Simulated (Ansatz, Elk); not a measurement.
# How far do independent atoms describe CsRuBr3?

The structure of CsRuBr3 used here is made up (a known structure type with other elements) and was relaxed beforehand with PBEsol. The aim is the Fourier transform of its all-electron density, F(hkl), set beside the sum over free spherical atoms that refinements use.

Method: DFT, PBE, all-electron APW+lo, Dirac cores, scalar-relativistic bands, static density, no spin, in Elk 11.2.3 (patched build).

The structure was built from a prototype and need not be the compound's stable phase.

## (1) The starting structure

The structure is cubic, space group Pm-3m (No. 221). Conventional cell: a = 5.133 Å, b = 5.133 Å, c = 5.133 Å, α = 90.00°, β = 90.00°, γ = 90.00°. Nearest to Cs lie 12 Br at 3.63 Å. Nearest to Ru lie 6 Br at 2.57 Å. Br has 2 Ru at 2.57 Å and 4 Cs at 3.63 Å nearest. Farther neighbours and most contacts between anions are not listed.

## (2) Ground state and structure factors

An all-electron density is needed, since X-rays see the cores too. Task 0 finds the density and task 195 Fourier-transforms it; tshift is off so that phases refer to the origin typed.

File elk.in:

```
tasks
  0
  195

xctype
  20

spinpol
  .false.

rgkmax
  7.0

gmaxvr
  14.0

lmaxo
  7

lmaxapw
  8

swidth
  0.002

tshift
  .false.

ramdisk
  .false.

hmaxvr
  5.5

maxscl
  120

epspot
  1e-06

sppath
  './'

avec
  9.70022587963 0.00000000000 0.00000000000
  -0.00000000000 9.70022587963 -0.00000000000
  0.00000000000 -0.00000000000 9.70022587963

atoms
  3
  'Cs.in'
  1
  -0.0000000000 -0.0000000000 -0.0000000000   0.000000 0.000000 0.000000
  'Ru.in'
  1
  0.5000000000 0.5000000000 0.5000000000   0.000000 0.000000 0.000000
  'Br.in'
  3
  0.5000000000 0.5000000000 0.0000000000   0.000000 0.000000 0.000000
  0.5000000000 0.0000000000 0.5000000000   0.000000 0.000000 0.000000
  0.0000000000 0.5000000000 0.5000000000   0.000000 0.000000 0.000000

ngridk
  5 5 5
```

Run with:

```
> OMP_NUM_THREADS=4 elk
```

Numbers of over 12 decimals in the logs are rounded to 6 here.

Output:

```text
┌─────────────────────────┐
│ Elk code version 11.2.3 │
└─────────────────────────┘

All units are atomic (Hartree, Bohr, etc.)

┌─────────────────────────────────────────────────┐
│ Ground-state run starting from atomic densities │
└─────────────────────────────────────────────────┘

Lattice vectors :
   9.700225880       0.000000000       0.000000000
  -0.000000000       9.700225880      -0.000000000
   0.000000000      -0.000000000       9.700225880

Reciprocal lattice vectors :
  0.6477359791       0.000000000       0.000000000
  -0.000000000      0.6477359791       0.000000000
  -0.000000000       0.000000000      0.6477359791

Unit cell volume      :    912.7367605
Brillouin zone volume :   0.2717653371

Muffin-tin inner radius fraction :   0.1000000000E-01

Nuclei treated as point charges

Species : 1 (Cs)
 parameters loaded from : Cs.in
 name : caesium
 nuclear charge    :   -55.00000000
 electronic charge :    55.00000000
 atomic mass :    242271.8146
 muffin-tin radius :    2.800000000
 number of radial points in muffin-tin :   1393
 inner part over the whole radius :   0.9975634425E-02
 number on inner part of muffin-tin    :    996
 approximate nuclear radius :   0.9115647269E-04
 number of mesh points to nuclear radius :    503
 atomic positions (lattice), magnetic fields (Cartesian) :
  1 :   0.00000000  0.00000000  0.00000000    0.00000000  0.00000000  0.00000000

Species : 2 (Ru)
 parameters loaded from : Ru.in
 name : ruthenium
 nuclear charge    :   -44.00000000
 electronic charge :    44.00000000
 atomic mass :    184239.3393
 muffin-tin radius :    2.496058729
 number of radial points in muffin-tin :   1193
 inner part over the whole radius :   0.9948108364E-02
 number on inner part of muffin-tin    :    848
 approximate nuclear radius :   0.8462081736E-04
 number of mesh points to nuclear radius :    423
 atomic positions (lattice), magnetic fields (Cartesian) :
  1 :   0.50000000  0.50000000  0.50000000    0.00000000  0.00000000  0.00000000

Species : 3 (Br)
 parameters loaded from : Br.in
 name : bromine
 nuclear charge    :   -35.00000000
 electronic charge :    35.00000000
 atomic mass :    145656.0816
 muffin-tin radius :    2.304054211
 number of radial points in muffin-tin :    993
 inner part over the whole radius :   0.9895002156E-02
 number on inner part of muffin-tin    :    702
 approximate nuclear radius :   0.7858070945E-04
 number of mesh points to nuclear radius :    345
 atomic positions (lattice), magnetic fields (Cartesian) :
  1 :   0.50000000  0.50000000  0.00000000    0.00000000  0.00000000  0.00000000
  2 :   0.50000000  0.00000000  0.50000000    0.00000000  0.00000000  0.00000000
  3 :   0.00000000  0.50000000  0.50000000    0.00000000  0.00000000  0.00000000

Total number of atoms per unit cell :    5
Total muffin-tin volume :    310.7980923
 ratio of muffin-tin to unit cell volume :   0.3405122985

Spin treatment :
 spin-unpolarised

Number of Bravais lattice symmetries :   48
Number of crystal symmetries         :   48
Crystal has inversion symmetry
Real symmetric eigensolver will be used

k-point grid :      5     5     5
k-point offset :    0.000000000       0.000000000       0.000000000
k-point set is reduced with full crystal symmetry group
Total number of k-points :       10

Muffin-tin radius times maximum |G+k| :    7.000000000
 using average radius
Maximum |G+k| for APW functions       :    2.866920493
Maximum (1/2)|G+k|²                   :    4.109616555
Maximum |G| for potential and density :    14.00000000
Constant for pseudocharge density :   10
 order of it for each species :   17  17  17
 order of it for pair densities of each species (exact exchange by exxq0 0: 18) :   13  10   8
Radial integration step length :    1

G-vector grid sizes :     45    45    45
Number of G-vectors :    42379

Maximum angular momentum used for
 APW functions            :    8
 outer part of muffin-tin :    7
 inner part of muffin-tin :    2

Total nuclear charge    :   -204.0000000
[...]
xc potential                :     -800.27088346699
 exchange                    :     -592.79578485977
 correlation                 :     -10.484947556326
 electron entropic           :    -0.22542579152912E-02
 total energy                :     -20143.764338561

Density of states at Fermi energy :    154.9775120
 (states/Hartree/unit cell)

Estimated indirect band gap :   0.4952396559E-02
 from k-point 9 to k-point 6
Estimated direct band gap   :   0.6191671137E-02
 at k-point 6

Charges :
 core                        :    118.0000000
 valence                     :    86.00000000
 interstitial                :    8.999856354
 muffin-tins (core leakage)
  species : 1 (Cs)
   atom 1                    :    52.97896623     (  0.1211470556E-04)
  species : 2 (Ru)
[...]
species : 3 (Br)
[...]
total in muffin-tins        :    195.0001436
 total calculated charge     :    203.9992110
 total charge                :    204.0000000
 error                       :   0.7889651890E-03

RMS change in Kohn-Sham potential (target) :   0.1398682101     (  0.1000000000E-05)
Absolute change in total energy (target)   :   0.1991376997     (  0.1000000000E-03)

[... loops 3 to 15 left out ...]

┌──────────────────┐
│ Loop number : 16 │
└──────────────────┘

Energies :
 Fermi                       :     0.180022
 sum of occupied eigenvalues :     -12024.786991224
 electron kinetic            :      21028.721407600
 core electron kinetic       :      19948.755024464
 Coulomb                     :     -40567.304595016
 Coulomb potential           :     -32266.723733091
 nuclear-nuclear             :     -2076.2579694708
 electron-nuclear            :     -44753.211101134
 Hartree                     :      6262.1644755882
 Madelung                    :     -24433.942728471
 xc potential                :     -786.78466573214
 exchange                    :     -593.10015444433
 correlation                 :     -10.486934755580
 electron entropic           :    -0.27576573978751E-02
 total energy                :     -20142.173034274

Density of states at Fermi energy :    200.1521830
 (states/Hartree/unit cell)

Estimated indirect band gap :   0.3255843896E-02
 from k-point 9 to k-point 6
Estimated direct band gap   :   0.4999688515E-02
 at k-point 9

Charges :
 core                        :    118.0000000
 valence                     :    86.00000000
 interstitial                :    8.664053758
 muffin-tins (core leakage)
  species : 1 (Cs)
[...]
species : 2 (Ru)
[...]
species : 3 (Br)
[...]
total in muffin-tins        :    195.3359462
 total calculated charge     :    203.9990632
 total charge                :    204.0000000
 error                       :   0.9368021153E-03

RMS change in Kohn-Sham potential (target) :   0.2615631012E-07 (  0.1000000000E-05)
Absolute change in total energy (target)   :   0.2787612539E-04 (  0.1000000000E-03)

Convergence targets achieved

┌──────────────────┐
│ Loop number : 17 │
└──────────────────┘

Energies :
 Fermi                       :     0.180022
 sum of occupied eigenvalues :     -12024.786991337
 electron kinetic            :      21028.721409508
 core electron kinetic       :      19948.755026067
 Coulomb                     :     -40567.304596179
 Coulomb potential           :     -32266.723733906
 nuclear-nuclear             :     -2076.2579694708
 electron-nuclear            :     -44753.211102245
 Hartree                     :      6262.1644755370
 Madelung                    :     -24433.942729226
 xc potential                :     -786.78466693953
 exchange                    :     -593.10015444180
 correlation                 :     -10.486934759482
 electron entropic           :    -0.27576577648201E-02
 total energy                :     -20142.173033530

Density of states at Fermi energy :    200.1522166
 (states/Hartree/unit cell)

Estimated indirect band gap :   0.3255842454E-02
 from k-point 9 to k-point 6
Estimated direct band gap   :   0.4999687261E-02
 at k-point 9

Charges :
 core                        :    118.0000000
 valence                     :    86.00000000
 interstitial                :    8.664053791
 muffin-tins (core leakage)
  species : 1 (Cs)
[...]
species : 2 (Ru)
[...]
species : 3 (Br)
   atom 1                    :    33.25731940     (  0.4529486444E-04)
   atom 2                    :    33.25731940     (  0.4529486444E-04)
   atom 3                    :    33.25731940     (  0.4529486444E-04)
 total in muffin-tins        :    195.3359462
 total calculated charge     :    203.9990632
 total charge                :    204.0000000
 error                       :   0.9368021754E-03

┌──────────────────────────────┐
│ Self-consistent loop stopped │
└──────────────────────────────┘

Wrote STATE.OUT
```

It took 26 s on 4 threads of Intel Xeon Platinum 8559C (Emerald Rapids), shared host; peak memory 0.26 GiB.

SFACRHO.OUT:

```text

h k l indices transformed by vhmat matrix:
   1.000000000       0.000000000       0.000000000    
   0.000000000       1.000000000       0.000000000    
   0.000000000       0.000000000       1.000000000    

      h      k      l  multipl.   |H|            Re(F)            Im(F)           |F|

      0      0      0      1   0.0000000       204.00000      0.71713510E-15   204.00000    
      0      0      1      6  0.64773598      -22.674211      0.11527755E-13   22.674211    
      0     -1      1     12  0.91603701       55.927206      0.57369317E-15   55.927206    
     -1     -1     -1      8   1.1219116       97.067687      0.63375941E-14   97.067687    
      0      0     -2      6   1.2954720       163.51650      0.22062038E-13   163.51650    
     -1     -2      0     24   1.4483817      -18.223905     -0.18677051E-13   18.223905    
     -2      1      1     24   1.5866226       48.271807     -0.12452401E-13   48.271807    
     -2      2      0     12   1.8320740       144.22858     -0.10590913E-14   144.22858    
     -2      1     -2     24   1.9432079      -15.998952     -0.51594787E-14   15.998952    
     -3      0      0      6   1.9432079      -15.697317     -0.29319498E-13   15.697317    
      0      3     -1     24   2.0483210       43.297480     -0.73220825E-14   43.297480    
      3     -1      1     24   2.1482972       77.134622     -0.27007939E-13   77.134622    
      2      2      2      8   2.2438233       132.15561     -0.54436250E-13   132.15561    
      0      3     -2     24   2.3354453      -14.414066      0.20076379E-13   14.414066    
     -3      1      2     48   2.4236061       40.103508      0.54971463E-13   40.103508    
      4      0      0      6   2.5909439       123.10083     -0.33315316E-13   123.10083    
     -1      0      4     24   2.6706839      -13.335325      0.40279790E-14   13.335325    
      2     -3     -2     24   2.6706839      -13.428746     -0.25298560E-13   13.428746
```

Elk indexes on the primitive cell of elk.in and gives |H| = 4π sin θ/λ in inverse bohr. Below, one row stands for each form hkl of the conventional cell (m members, Friedel mates merged), F is for one primitive cell and the density is static (no thermal factor). Free-atom factors are Waasmaier and Kirfel's, and R is Σm||F|−|F'||/Σm|F|.

```
hkl   m  sin θ/λ (Å⁻¹)  abs F, DFT  neutral atoms   diff.
100   6          0.097      22.674         22.718  -0.044
110  12          0.138      55.927         56.105  -0.178
111   8          0.169      97.068         96.713  +0.355
200   6          0.195     163.517        163.547  -0.030
210  24          0.218      18.224         18.339  -0.115
211  24          0.239      48.272         48.249  +0.022
220  12          0.276     144.229        144.408  -0.179
221  24          0.292      15.999         16.056  -0.057
300   6          0.292      15.697         16.056  -0.359
310  24          0.308      43.297         43.379  -0.081
311  24          0.323      77.135         77.260  -0.125
222   8          0.337     132.156        132.239  -0.083
320  24          0.351      14.414         14.482  -0.068
321  48          0.364      40.103         40.005  +0.098
```

## (3) The highest occupied states alone

An energy window below the Fermi level keeps the highest occupied states, to see at which angles they scatter; shallow core shells can lie inside it and anion s states outside. No new self-consistency is needed.

elk.in: that of step 2 with these lines changed.

```diff
@@ -1,3 +1,2 @@
 tasks
-  0
   195
@@ -40,2 +39,5 @@
 
+wsfac
+  -0.371220 0.480020
+
 sppath
```

Run with:

```
> OMP_NUM_THREADS=4 elk
```

Output:

```text
┌─────────────────────────────────┐
│ Elk code version 11.2.3 started │
└─────────────────────────────────┘

Info(readinput): the functional depends on the density's gradient
 muffin-tin radial points multiplied by    2.00000
 (not where nrmtscf is given)

┌────────────────────┐
│ Current task : 195 │
└────────────────────┘
Info(checkmt): changed muffin-tin radius of species 2 (Ru) from   2.6000 to   2.4961
Info(checkmt): changed muffin-tin radius of species 3 (Br) from   2.4000 to   2.3041

Info(sfacrho): density structure factors written to SFACRHO.OUT

 Energy window :  -0.3712200000      0.4800200000

┌──────────────────┐
│ Elk code stopped │
└──────────────────┘
```

Elapsed: 12 s, on 4 threads; peak memory 0.17 GiB.

States within 15 eV below the Fermi level hold 30.22 electrons; any levels below the window count with the cores, and a count that is not whole means the window cuts a band. Their amplitudes can exceed the total, where window and core parts have opposite phase:

| hkl | sin θ/λ (Å⁻¹) | abs F, window | abs F, all |
| --- | --- | --- | --- |
| 100 | 0.097 | 5.161 | 22.674 |
| 110 | 0.138 | 4.678 | 55.927 |
| 111 | 0.169 | 4.055 | 97.068 |
| 200 | 0.195 | 7.906 | 163.517 |
| 210 | 0.218 | 2.292 | 18.224 |
| 211 | 0.239 | 1.902 | 48.272 |
| 220 | 0.276 | 1.771 | 144.229 |
| 221 | 0.292 | 1.223 | 15.999 |
| 300 | 0.292 | 0.807 | 15.697 |
| 310 | 0.308 | 0.538 | 43.297 |

## (4) Another functional

The difference from free atoms is small, so it is set against the change that LDA (Perdew-Wang) makes.

elk.in: that of step 3 with these lines changed.

```diff
@@ -1,2 +1,3 @@
 tasks
+  0
   195
@@ -4,3 +5,3 @@
 xctype
-  20
+  3
 
@@ -39,5 +40,2 @@
 
-wsfac
-  -0.371220 0.480020
-
 sppath
```

Run with:

```
> OMP_NUM_THREADS=4 elk
```

Output:

```text
┌─────────────────────────┐
│ Elk code version 11.2.3 │
└─────────────────────────┘

All units are atomic (Hartree, Bohr, etc.)

┌─────────────────────────────────────────────────┐
│ Ground-state run starting from atomic densities │
└─────────────────────────────────────────────────┘

Lattice vectors :
   9.700225880       0.000000000       0.000000000
  -0.000000000       9.700225880      -0.000000000
   0.000000000      -0.000000000       9.700225880

Reciprocal lattice vectors :
  0.6477359791       0.000000000       0.000000000
[...]
interstitial                :    8.740924439
 muffin-tins (core leakage)
  species : 1 (Cs)
[...]
species : 2 (Ru)
[...]
species : 3 (Br)
[...]
atom 2                    :    33.23760919     (  0.4008911448E-04)
   atom 3                    :    33.23760919     (  0.4008911448E-04)
 total in muffin-tins        :    195.2590756
 total calculated charge     :    203.9990553
 total charge                :    204.0000000
 error                       :   0.9446648791E-03

┌──────────────────────────────┐
│ Self-consistent loop stopped │
└──────────────────────────────┘

Wrote STATE.OUT
[key lines of the parts left out:]
total energy                :     -20121.828616692
```

Wall time 15 s (4 threads); peak memory 0.19 GiB; 32 s of CPU time.

Against the first run R = 0.04 %; the largest change is -0.070 at 511.

## (5) Basis size

A smaller basis shows how fast F responds to it; the change is likely larger than the basis error of the first run, but doesn't show convergence.

elk.in: that of step 4 with these lines changed.

```diff
@@ -5,3 +5,3 @@
 xctype
-  3
+  20
 
@@ -11,3 +11,3 @@
 rgkmax
-  7.0
+  5.5
```

Run with:

```
> OMP_NUM_THREADS=4 elk
```

Output:

```text
┌─────────────────────────┐
│ Elk code version 11.2.3 │
└─────────────────────────┘

All units are atomic (Hartree, Bohr, etc.)

┌─────────────────────────────────────────────────┐
│ Ground-state run starting from atomic densities │
└─────────────────────────────────────────────────┘

Lattice vectors :
   9.700225880       0.000000000       0.000000000
  -0.000000000       9.700225880      -0.000000000
   0.000000000      -0.000000000       9.700225880

Reciprocal lattice vectors :
  0.6477359791       0.000000000       0.000000000
[...]
interstitial                :    8.914242748
 muffin-tins (core leakage)
  species : 1 (Cs)
[...]
species : 2 (Ru)
[...]
species : 3 (Br)
[...]
atom 2                    :    33.21004148     (  0.4520251871E-04)
   atom 3                    :    33.21004148     (  0.4520251871E-04)
 total in muffin-tins        :    195.0857573
 total calculated charge     :    203.9999028
 total charge                :    204.0000000
 error                       :   0.9718362256E-04

┌──────────────────────────────┐
│ Self-consistent loop stopped │
└──────────────────────────────┘

Wrote STATE.OUT
[key lines of the parts left out:]
total energy                :     -20142.023418504
```

Wall time 23 s (4 threads); peak memory 0.25 GiB.

Against the first run R = 0.03 %; the largest change is -0.108 at 200.

## (6) Settings against the effect

| run | R against the first run (%) | R against neutral atoms, low angle (%) | wall time |
| --- | --- | --- | --- |
| PBE, rgkmax 7 | 0.00 | 0.23 | 26 s |
| LDA (Perdew-Wang) | 0.04 | 0.22 | 15 s |
| rgkmax 5.5 | 0.03 | 0.25 | 23 s |

## (7) Summary of results

```yaml
r_against_neutral_atoms_sin_theta_lambda_0p3_a_minus1: 0.23 %
r_against_neutral_atoms_0p3_to_0p83_a_minus1: 0.24 %
```

**Reading.** Independent neutral atoms miss the calculated amplitudes by R = 0.23 % below 0.3 Å⁻¹ and 0.24 % from there to 0.83 Å⁻¹; by shells, 0.30 % below 0.15 Å⁻¹ (2 forms), 0.22 % 0.15 to 0.3 (7 forms), 0.23 % 0.3 to 0.45 (13 forms), 0.24 % above 0.45 (71 forms). Bonding, aspherical density and the tables' own atoms all enter these figures, and the runs don't part them. The largest change of an amplitude is -0.36 electrons, at 300. The window's part falls from 30.2 electrons at the origin to at most 0.64 between 0.45 and 0.83 Å⁻¹. Below 0.3 Å⁻¹ the changes that finished (LDA (Perdew-Wang) and rgkmax 5.5) move F by R = 0.05 % at most, against the 0.23 % that separates it from free atoms. A single amplitude moves by up to 0.11 electrons, against 0.36 for the largest difference from free atoms. The k-mesh has no finished test. These runs have no spin, though d or f shells may be open. Part of the difference isn't bonding: the tables are fits to free atoms and ions calculated by other methods than this functional. Thermal motion, anomalous dispersion and extinction are left out.

[Logs are printed without paths, hosts, clocks, repeated set-up lines and the standing remarks that a program may print on its own settings, such as how far it seeks lower states.]

[Hosts, paths, dates, database ids (printed as entryN), source tags and the programs' standing remarks are cut or masked in the printed files.]
